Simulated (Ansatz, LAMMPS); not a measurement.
# Static equation of state of amorphous carbon (100 atoms)

Density of this cell: 1.98 g/cm³. The cell holds 100 atoms: 100 C. Cell: a = 10.112 Å, b = 9.998 Å, c = 10.037 Å, α = 93.0°, β = 95.2°, γ = 92.1°. The starting structure: 100 atoms (100 C) placed at random at 1.74 g/cm³, melted at 5500 K for 10 ps at fixed volume with the LCBOP (Los and Fasolino, Phys. Rev. B 68, 024107 (2003)). Quenched from 5500 K to 300 K at 100 K/ps and fixed volume, held 5 ps.

Calculated with Ansatz 0.2.0: Kohn-Sham DFT, PBEsol, PAW (set soft_2), plane waves; cutoff 420 eV, Γ point, fermi-dirac smearing of 0.05 eV. Cell and atoms were relaxed first, to V0 = 10.082 Å³ an atom at a residual P0 = 0.013 GPa. The cell was then scaled evenly, and the atoms were relaxed at each volume.

| volume (Å³/atom) | pressure (GPa) |
| --- | --- |
| 9.4770 | 9.605 |
| 9.7795 | ? |
| 10.384 | -4.405 |
| 10.687 | -8.452 |

Task: Fit the third-order Birch–Murnaghan equation to the rows given and interpolate to the withheld row.

Worked fit:

Take the Eulerian strain f = ½[(V0/V)^(2/3) − 1] and the normalised pressure F = (P − P0) / [3f(1 + 2f)^(5/2)]. The third-order Birch–Murnaghan equation is then the line F = B0 + (3/2)B0(B′ − 4) f, so u = f and v = F.

| u = f | v = F (GPa) |
| --- | --- |
| 0.0210562 | 136.978 |
| -0.00975634 | 158.562 |
| -0.0190508 | 163.206 |

With n = 3: mean u = -0.00258364, mean v = 152.915, Σ(u − ū)² = 8.815e-4, Σ(u − ū)(v − v̄) = -0.58670. Slope b = -0.58670 / 8.815e-4 = -665.61; intercept a = v̄ − b ū = 151.20.

So B0 = a = 151 GPa and B′ = 4 + 2b/(3a) = 1.07. At the withheld volume f = 0.01026, F = a + b f = 144.4 GPa, and P = P0 + 3f(1 + 2f)^(5/2) F.

Prediction at 9.7795: 4.686 GPa. The run gave 4.721 GPa, so the fit is low by 0.035 GPa (0.74 % of the value).

Among the rows given, the largest miss of the fit is at 10.687, by 0.035 GPa (0.19 % of the range of the table).

Limits: Static cells at zero temperature; the cell shape is held. The program notes that the SCF threshold of these relaxations is loose for the stress. The quench rate of 100 K/ps is many orders above laboratory rates, so the cell is likely richer in defects and strain than a real sample. The network of bonds at the start is that of the classical potential that made the cell, and needn't be the one that DFT or experiment would give. Only the Γ point is sampled, in a cell whose shortest periodic width is 10 Å.

[Hosts, paths, dates, database ids (printed as entryN), source tags and the programs' standing remarks are cut or masked in the printed files.]
